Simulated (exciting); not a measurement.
The K L₂,₃ edge of atom 2 in KCdF3, space group Pm-3m, with 12 F at 3.10 Å (cuboctahedral, site symmetry m-3m), was computed at 4 levels: exchange and screened direct term (singlet BSE), exchange term alone (RPA), independent particles and screened direct term alone. Common settings: exciting, all-electron LAPW+lo, LDA, spinor conduction states, 2×2×2 shifted k points, 30 conduction spinor bands, |G+q| up to 4.5 bohr⁻¹ (3.6 in the exchange term), full RPA screening with nempty = 62, Lorentzian half width 0.25 eV.

Energy from the Kohn–Sham onset, core level to the lowest empty state found on the meshes used; all runs on one relative scale:

| E (eV) | run 1 | run 2 | run 3 | run 4 |
| --- | --- | --- | --- | --- |
| -3.25 | 0.05 | 0.00 | 0.00 | 0.03 |
| -3.00 | 0.06 | 0.00 | 0.00 | 0.03 |
| -2.75 | 0.07 | 0.00 | 0.00 | 0.04 |
| -2.50 | 0.09 | 0.00 | 0.00 | 0.05 |
| -2.25 | 0.12 | 0.00 | 0.00 | 0.06 |
| -2.00 | 0.18 | 0.00 | 0.00 | 0.08 |
| -1.75 | 0.28 | 0.00 | 0.00 | 0.11 |
| -1.50 | 0.50 | 0.00 | 0.00 | 0.15 |
| -1.25 | 1.09 | 0.00 | 0.00 | 0.25 |
| -1.00 | 2.50 | 0.00 | 0.00 | 0.48 |
| -0.75 | 2.92 | 0.00 | 0.00 | 0.86 |
| -0.50 | 2.00 | 0.00 | 0.00 | 1.60 |
| -0.25 | 0.93 | 0.01 | 0.00 | 2.72 |
| 0.00 | 0.46 | 0.01 | 0.00 | 1.60 |
| 0.25 | 0.28 | 0.01 | 0.01 | 0.67 |
| 0.50 | 0.21 | 0.01 | 0.01 | 0.38 |
| 0.75 | 0.19 | 0.01 | 0.01 | 0.27 |
| 1.00 | 0.20 | 0.01 | 0.01 | 0.24 |
| 1.25 | 0.21 | 0.01 | 0.01 | 0.22 |
| 1.50 | 0.30 | 0.01 | 0.01 | 0.26 |
| 1.75 | 0.55 | 0.01 | 0.01 | 0.39 |
| 2.00 | 1.04 | 0.01 | 0.01 | 0.66 |
| 2.25 | 1.27 | 0.01 | 0.01 | 1.19 |
| 2.50 | 0.78 | 0.02 | 0.01 | 1.82 |
| 2.75 | 0.36 | 0.02 | 0.01 | 1.08 |
| 3.00 | 0.20 | 0.02 | 0.02 | 0.48 |
| 3.25 | 0.15 | 0.02 | 0.02 | 0.29 |
| 3.50 | 0.13 | 0.03 | 0.02 | 0.22 |
| 3.75 | 0.13 | 0.04 | 0.03 | 0.21 |
| 4.00 | 0.11 | 0.04 | 0.03 | 0.17 |
| 4.25 | 0.10 | 0.05 | 0.03 | 0.14 |
| 4.50 | 0.10 | 0.08 | 0.05 | 0.14 |
| 4.75 | 0.10 | 0.11 | 0.07 | 0.14 |
| 5.00 | 0.11 | 0.16 | 0.10 | 0.14 |
| 5.25 | 0.11 | 0.18 | 0.11 | 0.15 |
| 5.50 | 0.09 | 0.22 | 0.13 | 0.12 |
| 5.75 | 0.07 | 0.25 | 0.15 | 0.10 |
| 6.00 | 0.07 | 0.31 | 0.18 | 0.10 |
| 6.25 | 0.07 | 0.36 | 0.21 | 0.09 |
| 6.50 | 0.07 | 0.44 | 0.26 | 0.09 |
| 6.75 | 0.07 | 0.44 | 0.24 | 0.09 |
| 7.00 | 0.07 | 0.68 | 0.33 | 0.09 |
| 7.25 | 0.07 | 1.00 | 0.54 | 0.09 |
| 7.50 | 0.07 | 0.95 | 0.73 | 0.08 |
| 7.75 | 0.09 | 0.69 | 0.64 | 0.10 |
| 8.00 | 0.11 | 0.50 | 0.46 | 0.13 |
| 8.25 | 0.11 | 0.58 | 0.45 | 0.14 |
| 8.50 | 0.08 | 0.72 | 0.59 | 0.10 |
| 8.75 | 0.08 | 0.64 | 0.62 | 0.10 |
| 9.00 | 0.08 | 0.51 | 0.54 | 0.10 |
| 9.25 | 0.07 | 0.41 | 0.40 | 0.09 |
| 9.50 | 0.07 | 0.43 | 0.38 | 0.08 |
| 9.75 | 0.06 | 0.52 | 0.41 | 0.07 |
| 10.00 | 0.07 | 0.78 | 0.60 | 0.08 |
| 10.25 | 0.07 | 0.77 | 0.78 | 0.08 |
| 10.50 | 0.07 | 0.62 | 0.73 | 0.08 |
| 10.75 | 0.08 | 0.54 | 0.67 | 0.10 |
| 11.00 | 0.10 | 0.48 | 0.59 | 0.11 |
| 11.25 | 0.07 | 0.50 | 0.62 | 0.09 |
| 11.50 | 0.06 | 0.43 | 0.60 | 0.07 |
| 11.75 | 0.09 | 0.36 | 0.50 | 0.11 |
| 12.00 | 0.11 | 0.29 | 0.39 | 0.13 |
| 12.25 | 0.08 | 0.30 | 0.37 | 0.09 |
| 12.50 | 0.08 | 0.30 | 0.38 | 0.10 |
| 12.75 | 0.10 | 0.30 | 0.37 | 0.12 |
| 13.00 | 0.09 | 0.34 | 0.44 | 0.11 |
| 13.25 | 0.06 | 0.25 | 0.34 | 0.08 |
| 13.50 | 0.04 | 0.23 | 0.28 | 0.05 |
| 13.75 | 0.03 | 0.24 | 0.28 | 0.04 |
| 14.00 | 0.03 | 0.26 | 0.29 | 0.03 |

Which run is which, and why?

Run 1: screened direct term alone; highest local maximum in the window at -0.8 eV. Run 2: independent particles; highest local maximum in the window at 7.4 eV. Run 3: exchange term alone (RPA); highest local maximum in the window at 10.3 eV. Run 4: exchange and screened direct term (singlet BSE); highest local maximum in the window at -0.2 eV. The attractive direct term pulls weight down: the curves pass 0.41 at -1.6, 6.5, 7.1 and -1.0 eV in the order of the runs. Exchange is repulsive: the centre of weight of the curve lies at 2.2 eV with it and at 1.4 eV without it. In the runs without the direct term the fine structure is partly noise of the 8-point mesh. Exchange alone moves the bare spectrum by 29 % r.m.s., towards higher energy.

[Hosts, paths, dates, database ids (printed as entryN), source tags and the programs' standing remarks are cut or masked in the printed files.]
